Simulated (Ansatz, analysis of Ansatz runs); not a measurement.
# A hop of Li in CsLiBr2 (P4/nmm), charge +1, part 2 of 3

How high is the barrier when Li changes place in CsLiBr2 (P4/nmm)? The case: Li_i hop between interstitial places, charge +1, in a cell of 64 host atoms with 1 Li put in.

Ansatz 0.2.0; plane-wave PAW DFT, PBEsol; nudged elastic band between two relaxed defect structures at fixed charge in a uniform background.

So far: Set-up; Relaxation of the start point, charge +1; Relaxation of the end point, charge +1.

## Step 4: Nudged elastic band, charge +1

5 movable images are laid between the ends on a pair-potential path, which keeps atoms from colliding in the first guess. Each image feels the true force across the path and a spring force along it. The highest image is set to climb to the top of the path.

This step: plane-wave PAW DFT, PBEsol; nudged elastic band between two relaxed defect structures at fixed charge in a uniform background.

Input file qp1.neb/input.yaml:

```yaml
crystal:
  lattice:
    - [10.21487075, 10.21487075, 0.0]
    - [-10.21487075, 10.21487075, 0.0]
    - [0.0, 0.0, 9.81108215]
  atoms:
    - { symbol: Cs, position: [0.12211828, 0.1222722, 0.29891783] }
    - { symbol: Cs, position: [0.36073864, 0.36097194, 0.27845833] }
    - { symbol: Cs, position: [0.12604748, 0.37591876, 0.69610165] }
    - { symbol: Cs, position: [0.37585335, 0.12603389, 0.69639975] }
    - { symbol: Li, position: [0.12188695, 0.37371252, 0.07883092] }
    - { symbol: Li, position: [0.37349038, 0.12213714, 0.07900473] }
    - { symbol: Li, position: [0.12469189, 0.12477944, 0.91298536] }
    - { symbol: Li, position: [0.37936513, 0.37949691, 0.90602321] }
    - { symbol: Br, position: [0.1261781, 0.12619688, 0.66087232] }
    - { symbol: Br, position: [0.39434668, 0.39462285, 0.64579853] }
    - { symbol: Br, position: [0.12093489, 0.37342796, 0.33221568] }
    - { symbol: Br, position: [0.37342472, 0.12115451, 0.33235623] }
    - { symbol: Br, position: [5.255e-05, 1.932e-05, 0.00032519] }
    - { symbol: Br, position: [0.25147675, 0.25184639, -0.01852634] }
    - { symbol: Br, position: [-0.0001245, 0.24898744, -9.912e-05] }
    - { symbol: Br, position: [0.24896555, 0.00021807, 0.00028913] }
    - { symbol: Cs, position: [0.12579704, 0.62403681, 0.30389707] }
    - { symbol: Cs, position: [0.37583498, 0.87391651, 0.30401994] }
    - { symbol: Cs, position: [0.12223035, 0.87776829, 0.70118915] }
    - { symbol: Cs, position: [0.3607153, 0.63907105, 0.72165296] }
    - { symbol: Li, position: [0.1246229, 0.87532969, 0.0872411] }
    - { symbol: Li, position: [0.37923361, 0.62054541, 0.09417686] }
    - { symbol: Li, position: [0.12188735, 0.62634803, 0.92119401] }
    - { symbol: Li, position: [0.3735824, 0.87806857, 0.92120707] }
    - { symbol: Br, position: [0.12093659, 0.62662232, 0.66782013] }
    - { symbol: Br, position: [0.37334954, 0.87881421, 0.6678009] }
    - { symbol: Br, position: [0.12612215, 0.87375492, 0.33930487] }
    - { symbol: Br, position: [0.39431966, 0.60557947, 0.35430796] }
    - { symbol: Br, position: [-0.00022203, 0.50002023, 1.223e-05] }
    - { symbol: Br, position: [0.25146296, 0.74852359, 0.01842643] }
    - { symbol: Br, position: [-0.000138, 0.75103211, 0.00020162] }
    - { symbol: Br, position: [0.25089036, 0.50014419, 4.155e-05] }
    - { symbol: Cs, position: [0.62391211, 0.12629012, 0.30406422] }
    - { symbol: Cs, position: [0.87371556, 0.37609876, 0.30394766] }
    - { symbol: Cs, position: [0.6388785, 0.36117773, 0.72186028] }
    - { symbol: Cs, position: [0.87774844, 0.12222552, 0.70124494] }
    - { symbol: Li, position: [0.62020439, 0.37955568, 0.09399918] }
    - { symbol: Li, position: [0.87524912, 0.12469445, 0.08716334] }
    - { symbol: Li, position: [0.62638923, 0.12233042, 0.92106562] }
    - { symbol: Li, position: [0.87780862, 0.37359019, 0.92110611] }
    - { symbol: Br, position: [0.62660322, 0.1212505, 0.66785958] }
    - { symbol: Br, position: [0.87879267, 0.37332839, 0.6677887] }
    - { symbol: Br, position: [0.60517488, 0.39470781, 0.35426164] }
    - { symbol: Br, position: [0.87355678, 0.12641094, 0.33922722] }
    - { symbol: Br, position: [0.49993588, 0.00014883, -0.00038415] }
    - { symbol: Br, position: [0.74813333, 0.25171849, 0.01852306] }
    - { symbol: Br, position: [0.49977615, 0.25112561, -3.963e-05] }
    - { symbol: Br, position: [0.75097608, 6.041e-05, 4.304e-05] }
    - { symbol: Cs, position: [0.63881101, 0.63918384, 0.27858137] }
    - { symbol: Cs, position: [0.87755713, 0.87795203, 0.29902358] }
    - { symbol: Cs, position: [0.62398775, 0.87409103, 0.69590519] }
    - { symbol: Cs, position: [0.87376641, 0.6239432, 0.69618289] }
    - { symbol: Li, position: [0.62605217, 0.87812594, 0.07866659] }
    - { symbol: Li, position: [0.87762525, 0.62651176, 0.07878794] }
    - { symbol: Li, position: [0.62018183, 0.62039306, 0.90636762] }
    - { symbol: Li, position: [0.875206, 0.87539241, 0.9130954] }
    - { symbol: Br, position: [0.60514224, 0.60557554, 0.64594853] }
    - { symbol: Br, position: [0.87370242, 0.87371156, 0.66097982] }
    - { symbol: Br, position: [0.62649771, 0.87905628, 0.33201589] }
    - { symbol: Br, position: [0.87859854, 0.62679592, 0.33216692] }
    - { symbol: Br, position: [0.49972816, 0.4999714, 0.00019687] }
    - { symbol: Br, position: [0.74814199, 0.74838413, -0.01859624] }
    - { symbol: Br, position: [0.49978542, 0.74891608, 0.00027445] }
    - { symbol: Br, position: [0.7486777, 0.50000409, 0.00014009] }
    - { symbol: Li, position: [0.499705, 0.49998867, 0.49999263] }
total_charge: 1
basis:
  ecutwfc: 420
  xc_grid: 2
hamiltonian:
  xc: pbesol
kpoints:
  mp_grid: { grid: [1, 1, 1], shift: [0.25, 0.25, 0.25] }
scf:
  occupations: { method: fixed }
  max_iter: 120
output:
  forces: true
neb:
  images: 5
  f_tol: 0.04
  climbing: true
  initial_path: idpp
  max_iterations: 45
  order_check: false
  final_atoms:
    - { symbol: Cs, position: [0.12589574, 0.12616534, 0.30341133] }
    - { symbol: Cs, position: [0.36096288, 0.38905873, 0.27849644] }
[... 1 atom line left out ...]
    - { symbol: Cs, position: [0.36092923, 0.11190366, 0.72136576] }
[... 3 atom lines left out ...]
    - { symbol: Li, position: [0.37911785, 0.37113283, 0.90570968] }
[... 1 atom line left out ...]
    - { symbol: Br, position: [0.39414743, 0.3561014, 0.64530928] }
[... 1 atom line left out ...]
    - { symbol: Br, position: [0.39420267, 0.14497841, 0.35437408] }
[... 15 atom lines left out ...]
    - { symbol: Br, position: [0.37390409, 0.62903617, 0.33307304] }
[... 4 atom lines left out ...]
    - { symbol: Cs, position: [0.6384895, 0.11202488, 0.27837667] }
[... 1 atom line left out ...]
    - { symbol: Cs, position: [0.63839225, 0.38917915, 0.7211091] }
[... 1 atom line left out ...]
    - { symbol: Li, position: [0.62010462, 0.37112358, 0.09393624] }
[... 5 atom lines left out ...]
    - { symbol: Br, position: [0.60517093, 0.35621307, 0.35439753] }
[... 13 atom lines left out ...]
    - { symbol: Br, position: [0.62569577, 0.62910938, 0.66659278] }
[... 7 atom lines left out ...]
    - { symbol: Li, position: [0.49971661, 0.25046402, 0.4997669] }
```

Launch:

```sh
ansatz run input.yaml --threads 4 --pin off --max-ram 14131MiB --backend cpu --events-out ev --progress --plain --runs-dir out
```

Numbers of over 12 decimals in the logs are rounded to 6 here.

Log:

```text
[...]
Warning: neb: disabling space-group detection — the band's intermediate images generally break the endpoint symmetry, so the full k-mesh is solved, and no spatial operation symmetrises the density, except that a semilocal band can use its path's symmetry [...]
[...]
parallel-image band execution: 3 concurrent image workers
NEB image 0
Crystal: 65 atoms, lattice volume = 2047.447 Å³
Basis set: ecut = 420 eV, 39949 PW (Γ), exchange–correlation on 200×200×144 points (8 copies of the dense FFT grid, shifted against one another)
Bands: 274, of which v1, the nominal top of the filled ones, is band 209 counted from 1 (208 counted from 0)
Symmetry: 1 space group operations
k-points: 1
[...]
SCF iter   1: F=—  HF=-180503.870469 eV  |F-HF|=—  |Δ(HF+E_count)|=         —  Δρ=1.56e-3  dr2=8.07e-2  ethr=1.77e-3  ⟨swp⟩=8.0  Hψ=1043  notcnv=0  defer=62
[...]
SCF iter   7: F=-180503.842578 eV  HF=-180503.842578 eV  |F-HF|=5.76e-8  |Δ(HF+E_count)|=   4.63e-7  Δρ=7.14e-7  dr2=2.11e-8  ethr=2.39e-11  ⟨swp⟩=4.0  Hψ=888  notcnv=0
SCF 1 converged in 7 iterations: F = -180503.842578 eV  dr2 = 2.11e-8
[...]
NSCF: frozen V_eff on 1 k-points
NEB image 6
SCF iter   1: F=—  HF=-180503.870622 eV  |F-HF|=—  |Δ(HF+E_count)|=         —  Δρ=1.56e-3  dr2=8.11e-2  ethr=1.77e-3  ⟨swp⟩=8.0  Hψ=1043  notcnv=0  defer=62
[...]
SCF iter   7: F=-180503.842685 eV  HF=-180503.842685 eV  |F-HF|=5.33e-8  |Δ(HF+E_count)|=   4.77e-7  Δρ=6.93e-7  dr2=1.98e-8  ethr=2.39e-11  ⟨swp⟩=4.0  Hψ=888  notcnv=0
SCF 2 converged in 7 iterations: F = -180503.842685 eV  dr2 = 1.98e-8
[...]
NEB end point (image 0): max|allowed force component| = 1.113e-2 eV/Å (the criterion of neb.relax_end_points is 1.000e-2)
NEB end point (image 6): max|allowed force component| = 8.672e-3 eV/Å (the criterion of neb.relax_end_points is 1.000e-2)
NEB image 1
SCF iter   1: F=—  HF=-180503.622597 eV  |F-HF|=—  |Δ(HF+E_count)|=         —  Δρ=1.56e-3  dr2=7.72e-2  ethr=1.77e-3  ⟨swp⟩=8.0  Hψ=950  notcnv=0  defer=63
[...]
SCF iter   7: F=-180503.594236 eV  HF=-180503.594236 eV  |F-HF|=5.24e-8  |Δ(HF+E_count)|=   5.47e-7  Δρ=7.00e-7  dr2=2.15e-8  ethr=2.39e-11  ⟨swp⟩=4.0  Hψ=888  notcnv=0
SCF 3 converged in 7 iterations: F = -180503.594236 eV  dr2 = 2.15e-8
NEB image 2
SCF iter   1: F=—  HF=-180503.211147 eV  |F-HF|=—  |Δ(HF+E_count)|=         —  Δρ=1.56e-3  dr2=7.39e-2  ethr=1.77e-3  ⟨swp⟩=8.0  Hψ=938  notcnv=0  defer=63
[...]
SCF iter   7: F=-180503.184133 eV  HF=-180503.184133 eV  |F-HF|=3.56e-8  |Δ(HF+E_count)|=   5.10e-7  Δρ=6.35e-7  dr2=1.86e-8  ethr=2.39e-11  ⟨swp⟩=4.0  Hψ=887  notcnv=0
SCF 4 converged in 7 iterations: F = -180503.184133 eV  dr2 = 1.86e-8
NEB image 3
SCF iter   1: F=—  HF=-180503.004442 eV  |F-HF|=—  |Δ(HF+E_count)|=         —  Δρ=1.55e-3  dr2=7.27e-2  ethr=1.77e-3  ⟨swp⟩=8.0  Hψ=950  notcnv=0  defer=62
[...]
SCF iter   7: F=-180502.978266 eV  HF=-180502.978266 eV  |F-HF|=3.40e-8  |Δ(HF+E_count)|=   4.73e-7  Δρ=6.32e-7  dr2=1.85e-8  ethr=2.39e-11  ⟨swp⟩=4.0  Hψ=887  notcnv=0
SCF 5 converged in 7 iterations: F = -180502.978266 eV  dr2 = 1.85e-8
NEB image 4
SCF iter   1: F=—  HF=-180503.209698 eV  |F-HF|=—  |Δ(HF+E_count)|=         —  Δρ=1.56e-3  dr2=7.41e-2  ethr=1.77e-3  ⟨swp⟩=8.0  Hψ=952  notcnv=0  defer=63
[...]
SCF iter   7: F=-180503.182642 eV  HF=-180503.182642 eV  |F-HF|=3.55e-8  |Δ(HF+E_count)|=   5.08e-7  Δρ=6.31e-7  dr2=1.83e-8  ethr=2.39e-11  ⟨swp⟩=4.0  Hψ=887  notcnv=0
SCF 6 converged in 7 iterations: F = -180503.182642 eV  dr2 = 1.83e-8
NEB image 5
SCF iter   1: F=—  HF=-180503.620755 eV  |F-HF|=—  |Δ(HF+E_count)|=         —  Δρ=1.56e-3  dr2=7.74e-2  ethr=1.77e-3  ⟨swp⟩=9.0  Hψ=956  notcnv=0  defer=61
[...]
SCF iter   7: F=-180503.592295 eV  HF=-180503.592295 eV  |F-HF|=5.49e-8  |Δ(HF+E_count)|=   5.34e-7  Δρ=7.19e-7  dr2=2.20e-8  ethr=2.39e-11  ⟨swp⟩=4.0  Hψ=888  notcnv=0
SCF 7 converged in 7 iterations: F = -180503.592295 eV  dr2 = 2.20e-8
NEB iter   1: max|band force component| = 3.333e-1 eV/Å  barrier→ = 0.8643 eV  barrier← = 0.8644 eV  CI = image 3  Δτ_max = 0.1597 Å  (49 SCF iters)
NEB image 1
[...]
SCF iter   6: F=-180503.652353 eV  HF=-180503.652353 eV  |F-HF|=3.61e-8  |Δ(HF+E_count)|=   1.07e-6  Δρ=1.11e-6  dr2=5.08e-8  ethr=2.39e-11  ⟨swp⟩=5.0  Hψ=892  notcnv=0
SCF 8 converged in 6 iterations: F = -180503.652353 eV  dr2 = 5.08e-8
NEB image 2
[...]
SCF iter   6: F=-180503.272943 eV  HF=-180503.272943 eV  |F-HF|=2.77e-8  |Δ(HF+E_count)|=   1.43e-6  Δρ=1.47e-6  dr2=9.24e-8  ethr=2.39e-11  ⟨swp⟩=5.0  Hψ=1032  notcnv=0
SCF 9 converged in 6 iterations: F = -180503.272943 eV  dr2 = 9.24e-8
NEB image 3
[...]
SCF iter   7: F=-180503.085194 eV  HF=-180503.085194 eV  |F-HF|=1.17e-8  |Δ(HF+E_count)|=   7.79e-8  Δρ=5.35e-7  dr2=1.17e-8  ethr=2.39e-11  ⟨swp⟩=4.0  Hψ=871  notcnv=0
SCF 10 converged in 7 iterations: F = -180503.085194 eV  dr2 = 1.17e-8
NEB image 4
[...]
SCF iter   6: F=-180503.270977 eV  HF=-180503.270977 eV  |F-HF|=2.47e-8  |Δ(HF+E_count)|=   1.42e-6  Δρ=1.48e-6  dr2=9.34e-8  ethr=2.39e-11  ⟨swp⟩=6.0  Hψ=1033  notcnv=0
SCF 11 converged in 6 iterations: F = -180503.270977 eV  dr2 = 9.34e-8
NEB image 5
[...]
SCF iter   6: F=-180503.648306 eV  HF=-180503.648306 eV  |F-HF|=2.74e-8  |Δ(HF+E_count)|=   9.18e-7  Δρ=1.09e-6  dr2=4.77e-8  ethr=2.39e-11  ⟨swp⟩=4.0  Hψ=888  notcnv=0
SCF 12 converged in 6 iterations: F = -180503.648306 eV  dr2 = 4.77e-8
NEB iter   2: max|band force component| = 1.154e-1 eV/Å  barrier→ = 0.7574 eV  barrier← = 0.7575 eV  CI = image 3  Δτ_max = 0.0468 Å  (31 SCF iters)
NEB image 1
[...]
SCF iter   6: F=-180503.665845 eV  HF=-180503.665845 eV  |F-HF|=1.62e-8  |Δ(HF+E_count)|=   3.78e-7  Δρ=7.78e-7  dr2=1.86e-8  ethr=2.39e-11  ⟨swp⟩=4.0  Hψ=888  notcnv=0
SCF 13 converged in 6 iterations: F = -180503.665845 eV  dr2 = 1.86e-8
NEB image 2
[...]
SCF iter   6: F=-180503.284761 eV  HF=-180503.284761 eV  |F-HF|=7.86e-9  |Δ(HF+E_count)|=   4.79e-7  Δρ=9.30e-7  dr2=3.49e-8  ethr=2.39e-11  ⟨swp⟩=4.0  Hψ=887  notcnv=0
SCF 14 converged in 6 iterations: F = -180503.284761 eV  dr2 = 3.49e-8
NEB image 3
[...]
SCF iter   6: F=-180503.097333 eV  HF=-180503.097333 eV  |F-HF|=1.85e-8  |Δ(HF+E_count)|=   6.32e-7  Δρ=9.98e-7  dr2=3.83e-8  ethr=2.39e-11  ⟨swp⟩=4.0  Hψ=888  notcnv=0
[...]
SCF 17 converged in 6 iterations: F = -180503.662253 eV  dr2 = 1.87e-8
NEB iter   3: max|band force component| = 8.956e-2 eV/Å  barrier→ = 0.7452 eV  barrier← = 0.7454 eV  CI = image 3  Δτ_max = 0.0424 Å  (30 SCF iters)
[...]
NEB iter   4: max|band force component| = 4.739e-2 eV/Å  barrier→ = 0.7385 eV  barrier← = 0.7386 eV  CI = image 3  Δτ_max = 0.0107 Å  (28 SCF iters)
[...]
NEB iter   5: max|band force component| = 3.442e-2 eV/Å  barrier→ = 0.7360 eV  barrier← = 0.7361 eV  CI = image 3  Δτ_max = 0.0263 Å  (25 SCF iters)
NEB image 3
[...]
SCF iter   5: F=-180503.107942 eV  HF=-180503.107942 eV  |F-HF|=2.76e-8  |Δ(HF+E_count)|=   2.76e-7  Δρ=1.05e-6  dr2=3.52e-8  ethr=2.39e-11  ⟨swp⟩=4.0  Hψ=888  notcnv=0
SCF 28 converged in 5 iterations: F = -180503.107942 eV  dr2 = 3.52e-8
NEB image 1
[...]
NEB image 2
[...]
NEB image 4
[...]
NEB image 5
[...]
NEB image 3
[...]
the band table was solved once a step of the walk had ended and its energy, with any forces and stress, was formed, with the checks that follow a solve (1448 applications of the Hamiltonian). They found nothing against the state; [...]
NEB iter   6: max|band force component| = 3.265e-2 eV/Å  barrier→ = 0.7346 eV  barrier← = 0.7347 eV  CI = image 3  Δτ_max = 0.0000 Å  (5 SCF iters)
SCF converged after 5 iterations
Free energy (F): -180503.107942 eV
[...]
Internal energy: -180503.107942 eV  (E = F + TS)
E sigma→0 (E₀):  -180503.107942 eV
Fermi energy:    2.212889 eV
[...]
--- Forces (eV/Å), atoms counted from 1 ---
  atom   1  Cs     0.00003493     0.00199800     0.00037283
  atom   2  Cs     0.00069182     0.00085637    -0.00416895
  [... 5 atoms left out ...]
  atom   8  Li    -0.00147974    -0.00140409     0.00548399
  [... 1 atom left out ...]
  atom  10  Br    -0.00675311    -0.00665088    -0.00766206
  [... 1 atom left out ...]
  atom  12  Br    -0.00101393    -0.00225967    -0.00316126
  [... 15 atoms left out ...]
  atom  28  Br    -0.00234097    -0.00110884    -0.00350974
  [... 6 atoms left out ...]
  atom  35  Cs     0.00189819     0.00189171     0.00200020
  [... 1 atom left out ...]
  atom  37  Li    -0.00074820    -0.00077948     0.00167117
  [... 5 atoms left out ...]
  atom  43  Br    -0.00648136    -0.00640119    -0.01575465
  [... 13 atoms left out ...]
  atom  57  Br     0.00334184    -0.00234268     0.00266789
  [... 7 atoms left out ...]
  atom  65  Li     0.01090958     0.01061245     0.01952779
  max |Σ_I F_I| component: 9.10e-5 eV/Å
--- Band table (eV) ---
[...]
this run last wrote the band of iteration 6 to <dir>; this run last wrote the band within `neb.f_tol` of iteration 5 to <dir>
--- NEB band (7 images, 6 band iterations, 168 SCF iterations) ---
  forward barrier  = 0.734636 eV
  backward barrier = 0.734743 eV
  climbing image's point = of an order that was not read
  energies are F+E_penalty+E_count in eV, relative to image 0
  image     s (Å)  Δ vs image 0  max|band force component| (eV/Å)
      0    0.0000      0.000000                                 —
      1    0.7404      0.170086                          8.155e-3
      2    1.4808      0.550458                          3.265e-2
  *   3    2.2226      0.734636                          1.953e-2
      4    2.9609      0.551762                          3.255e-2
      5    3.6982      0.172966                          7.855e-3
      6    4.4354     -0.000107                                 —
  climbing-image geometry (image 3):
  cell:  # Å, volume = 2047.4470 Å³
    - [10.21487075, 10.21487075, 0.0]
    - [-10.21487075, 10.21487075, 0.0]
    - [0.0, 0.0, 9.81108215]
  atoms:
    - { symbol: Cs, position: [0.124025, 0.123088, 0.299269] }
    - { symbol: Cs, position: [0.350939, 0.375353, 0.259277] }
    - { symbol: Cs, position: [0.122415, 0.375275, 0.694950] }
    - { symbol: Cs, position: [0.372511, 0.119164, 0.701179] }
    - { symbol: Li, position: [0.118639, 0.375315, 0.074587] }
    - { symbol: Li, position: [0.375078, 0.124113, 0.083245] }
    - { symbol: Li, position: [0.123646, 0.123196, 0.913440] }
    - { symbol: Li, position: [0.378397, 0.375281, 0.909778] }
    - { symbol: Br, position: [0.124654, 0.125106, 0.661708] }
    - { symbol: Br, position: [0.377987, 0.375286, 0.651448] }
    - { symbol: Br, position: [0.120103, 0.375330, 0.328859] }
    - { symbol: Br, position: [0.378245, 0.136296, 0.336581] }
    - { symbol: Br, position: [4.310616553640191e-5, -5.282016538423336e-5, 0.000274] }
    - { symbol: Br, position: [0.250199, 0.251151, -0.015048] }
    - { symbol: Br, position: [-0.000516, 0.248944, -0.000708] }
    - { symbol: Br, position: [0.250258, 0.000980, 0.003536] }
    - { symbol: Cs, position: [0.123966, 0.627567, 0.299251] }
    - { symbol: Cs, position: [0.374665, 0.875340, 0.301255] }
    - { symbol: Cs, position: [0.123408, 0.875270, 0.700067] }
    - { symbol: Cs, position: [0.372473, 0.631407, 0.701147] }
    - { symbol: Li, position: [0.124621, 0.875343, 0.085235] }
    - { symbol: Li, position: [0.375009, 0.626580, 0.083217] }
    - { symbol: Li, position: [0.123602, 0.627352, 0.913436] }
    - { symbol: Li, position: [0.374202, 0.875287, 0.918269] }
    - { symbol: Br, position: [0.124596, 0.625414, 0.661708] }
    - { symbol: Br, position: [0.375104, 0.875287, 0.665249] }
    - { symbol: Br, position: [0.126183, 0.875338, 0.337230] }
    - { symbol: Br, position: [0.378183, 0.614446, 0.336561] }
    - { symbol: Br, position: [-0.000566, 0.501612, -0.000663] }
    - { symbol: Br, position: [0.250182, 0.749708, 0.003461] }
    - { symbol: Br, position: [7.686426932718149e-6, 0.750640, 0.000273] }
    - { symbol: Br, position: [0.250202, 0.499529, -0.015048] }
    - { symbol: Cs, position: [0.627696, 0.119097, 0.299722] }
    - { symbol: Cs, position: [0.876854, 0.375337, 0.303890] }
    - { symbol: Cs, position: [0.646008, 0.375276, 0.737434] }
    - { symbol: Cs, position: [0.875636, 0.123290, 0.700649] }
    - { symbol: Li, position: [0.621581, 0.375325, 0.089371] }
    - { symbol: Li, position: [0.875921, 0.123333, 0.086408] }
    - { symbol: Li, position: [0.625010, 0.124006, 0.917317] }
    - { symbol: Li, position: [0.879490, 0.375265, 0.923569] }
    - { symbol: Br, position: [0.622019, 0.134097, 0.664227] }
    - { symbol: Br, position: [0.878382, 0.375274, 0.669729] }
    - { symbol: Br, position: [0.623381, 0.375327, 0.348902] }
    - { symbol: Br, position: [0.875365, 0.125462, 0.338087] }
    - { symbol: Br, position: [0.499985, 0.000810, 0.001101] }
    - { symbol: Br, position: [0.748938, 0.251112, 0.013674] }
    - { symbol: Br, position: [0.499599, 0.251804, -9.987171838851093e-5] }
    - { symbol: Br, position: [0.749833, 0.000818, -0.001960] }
    - { symbol: Cs, position: [0.627646, 0.631560, 0.299690] }
    - { symbol: Cs, position: [0.876469, 0.875333, 0.300745] }
    - { symbol: Cs, position: [0.625411, 0.875287, 0.700082] }
    - { symbol: Cs, position: [0.875596, 0.627283, 0.700646] }
    - { symbol: Li, position: [0.625776, 0.875339, 0.083283] }
    - { symbol: Li, position: [0.875864, 0.627338, 0.086383] }
    - { symbol: Li, position: [0.624964, 0.626549, 0.917316] }
    - { symbol: Li, position: [0.875347, 0.875295, 0.915541] }
    - { symbol: Br, position: [0.621958, 0.616424, 0.664204] }
    - { symbol: Br, position: [0.873850, 0.875290, 0.663592] }
    - { symbol: Br, position: [0.624769, 0.875345, 0.336190] }
    - { symbol: Br, position: [0.875304, 0.625236, 0.338064] }
    - { symbol: Br, position: [0.499560, 0.498752, -4.761984279038044e-6] }
    - { symbol: Br, position: [0.749747, 0.749863, -0.002011] }
    - { symbol: Br, position: [0.499946, 0.749771, 0.001107] }
    - { symbol: Br, position: [0.748925, 0.499541, 0.013618] }
    - { symbol: Li, position: [0.497364, 0.375301, 0.494282] }
```

The job ended after 16 min (4 threads of Arm Neoverse V1, shared host; peak memory 8.1 GiB; 46 min of CPU time).

Images along the path:

| image | path (Å) | energy (eV) | Li65: x, y, z (Å) |
| --- | --- | --- | --- |
| 0 | 0.000 | 0.0000 | -0.003, 10.212, 4.905 |
| 1 | 0.740 | 0.1701 | 0.304, 9.825, 4.837 |
| 2 | 1.481 | 0.5505 | 0.741, 9.379, 4.821 |
| 3 | 2.223 | 0.7346 | 1.247, 8.914, 4.849 |
| 4 | 2.961 | 0.5518 | 1.709, 8.410, 4.820 |
| 5 | 3.698 | 0.1730 | 2.152, 7.974, 4.835 |
| 6 | 4.435 | -0.0001 | 2.546, 7.663, 4.903 |

Read from the output:

```yaml
free_energy: -180503.1079 eV
barrier_forward: 0.7346 eV
barrier_backward: 0.7347 eV
end_less_start: -1.07e-4 eV
hop_length: 3.605 Å
```

Track of the atom that was set to move:

| image | x (Å) | y (Å) | z (Å) | nearest neighbour | distance (Å) |
| --- | --- | --- | --- | --- | --- |
| 0 | -0.003 | 10.21 | 4.905 | Br | 2.584 |
| 1 | 0.304 | 9.825 | 4.837 | Br | 2.472 |
| 2 | 0.741 | 9.379 | 4.821 | Br | 2.353 |
| 3 | 1.247 | 8.914 | 4.849 | Br | 2.313 |
| 4 | 1.709 | 8.41 | 4.82 | Br | 2.353 |
| 5 | 2.152 | 7.974 | 4.835 | Br | 2.47 |
| 6 | 2.546 | 7.663 | 4.903 | Br | 2.585 |

The band met its tolerance of 0.04 eV/Å after 6 iterations, with image 3 on top (the start counts as 0). Li65, which moves farthest between the ends, has 4 Br at 2.58 Å nearest at the start and 2 Br at 2.31 Å at the top.

[end of part 2 of 3]

[Logs are printed without paths, hosts, clocks, repeated set-up lines and the standing remarks that a program may print on its own settings, such as how far it seeks lower states.]

[Hosts, paths, dates, database ids (printed as entryN), source tags and the programs' standing remarks are cut or masked in the printed files.]
